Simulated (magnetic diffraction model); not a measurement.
**Which magnetic order? Cs2TmBrCl4**

Space group Pnma (no. 62), a = 9.7290 Å, b = 7.5250 Å, c = 15.6250 Å.

```csv
site,atom,x,y,z
4c,Tm,0.6808,1/4,0.4376
4c,Cs,0.9721,1/4,0.7859
4c,Cs,0.6665,1/4,0.0871
4c,Br,0.7960,1/4,0.5909
4a,Cl,1/2,0,1/2
8d,Cl,0.1722,0.4980,0.6195
4c,Cl,0.5198,1/4,0.2982
```

This is a made-up structure (elements placed in a structure type, unrelaxed), so the numbers test the method and describe no known phase.

Only Tm is taken to order (form factors of Tm3+); orders and moment sizes are assumed, and not adapted to the symmetry. Radiation: neutrons of λ = 1.594 Å, 8° to 30°; isotropic B of 0.22 Å² (Tm), 0.28 Å² (Cs), 0.3 Å² (Br) and 0.41 Å² (Cl). Simulated constant-wavelength pattern: nuclear and magnetic terms add, the magnetic one as |2.695 fm × Σ f S⊥ exp(2πi Q·r) exp(−B s²)|², summed over all Q at one angle with the factor 1/(sin²θ cos θ). For collinear order S is the moment m, which repeats by lattice and centring translations R with the sign exp(−2πi k·R). Free-ion form factors, Sears's scattering lengths of 1992, no absorption; a label names one of the reflections at its angle. The strongest nuclear line in the range is 100, and lines under 0.2 are left out.

Above the ordering temperature:

```csv
2θ (°),index,I
11.08,(1 0 1),24.6
11.71,(0 0 2),23.2
13.50,(0 1 1),15.0
15.04,(1 0 2),60.5
16.48,(1 1 1),36.0
19.38,(1 1 2),10.3
19.99,(1 0 3),8.1
21.45,(0 1 3),2.2
22.26,(2 0 2),19.0
22.50,(2 1 0),9.0
23.27,(2 1 1),5.1
23.46,(1 1 3),0.9
23.55,(0 0 4),8.5
24.46,(0 2 0),2.4
25.40,(1 0 4),0.5
25.44,(2 1 2),5.0
25.91,(2 0 3),0.5
27.20,(0 2 2),21.8
28.25,(1 1 4),1.4
28.71,(2 1 3),1.9
28.83,(1 2 2),100.0
29.07,(3 0 1),96.5
```

Below it (cell unchanged):

```
2θ (°)      I
 11.08   26.3
 11.71   75.9
 13.50  149.8
 15.04   92.2
 15.39   13.4
 16.48   52.9
 19.38   20.4
 19.76    3.1
 19.99   16.3
 21.45   11.1
 22.26   22.2
 22.50    9.0
 23.27   17.2
 23.46   58.9
 23.55   33.1
 24.46    2.4
 25.40    0.5
 25.44   15.7
 25.91    2.1
 26.25   27.7
 26.92    1.7
 27.20   39.6
 28.25    1.4
 28.71    4.1
 28.83  123.1
 29.07   96.7
```

**Question.** Find the propagation vector, then choose among these models:
A. collinear moments along [100], 6.8 μB on Tm; signs + at (0.6808, 1/4, 0.4376), + at (0.3192, 3/4, 0.5624), − at (0.8192, 3/4, 0.9376), − at (0.1808, 1/4, 0.0624)
B. collinear moments along [100], 6.8 μB on Tm; signs + at (0.6808, 1/4, 0.4376), − at (0.3192, 3/4, 0.5624), + at (0.8192, 3/4, 0.9376), − at (0.1808, 1/4, 0.0624)
C. collinear moments along [111], 6.8 μB on Tm; signs + at (0.6808, 1/4, 0.4376), + at (0.3192, 3/4, 0.5624), − at (0.8192, 3/4, 0.9376), − at (0.1808, 1/4, 0.0624)
D. collinear moments along [111], 6.8 μB on Tm; signs + at (0.6808, 1/4, 0.4376), − at (0.3192, 3/4, 0.5624), + at (0.8192, 3/4, 0.9376), − at (0.1808, 1/4, 0.0624)

No line moves, and magnetic intensity falls on nuclear lines such as the one at 13.50°; new lines at (1 1 0), (2 0 1) and (1 2 0) have whole indices that obey the lattice centring, at places with no nuclear intensity to speak of, so the magnetic cell equals the chemical primitive cell: k = 0.

Magnetic intensity, observed (below minus above) and for each model:

| 2θ (°) | index | observed | A | B | C | D |
| --- | --- | --- | --- | --- | --- | --- |
| 9.40 | (1 0 0) | <0.2 | <0.2 | <0.2 | 22.3 | 103.5 |
| 11.71 | (0 0 2) | 52.7 | <0.2 | 52.7 | <0.2 | 20.2 |
| 13.50 | (0 1 1) | 134.8 | <0.2 | 134.8 | <0.2 | 103.5 |
| 15.39 | (1 1 0) | 13.4 | 62.0 | 13.4 | 81.3 | 17.6 |
| 16.91 | (0 1 2) | <0.2 | 49.4 | <0.2 | 31.0 | <0.2 |
| 19.38 | (1 1 2) | 10.1 | 46.8 | 10.1 | 40.5 | 8.7 |
| 23.46 | (1 1 3) | 58.0 | 12.5 | 58.0 | 8.6 | 39.7 |
| 26.58 | (0 1 4) | <0.2 | 37.6 | <0.2 | 18.2 | <0.2 |

Model B matches.

The absence at (1 0 0) is telling: Q lies along the moments there, so the part normal to Q vanishes.

The structure used: k = (0 0 0), collinear moments along [100], 6.8 μB on Tm; signs + at (0.6808, 1/4, 0.4376), − at (0.3192, 3/4, 0.5624), + at (0.8192, 3/4, 0.9376), − at (0.1808, 1/4, 0.0624).

[Logs are printed without paths, hosts, clocks, repeated set-up lines and the standing remarks that a program may print on its own settings, such as how far it seeks lower states.]
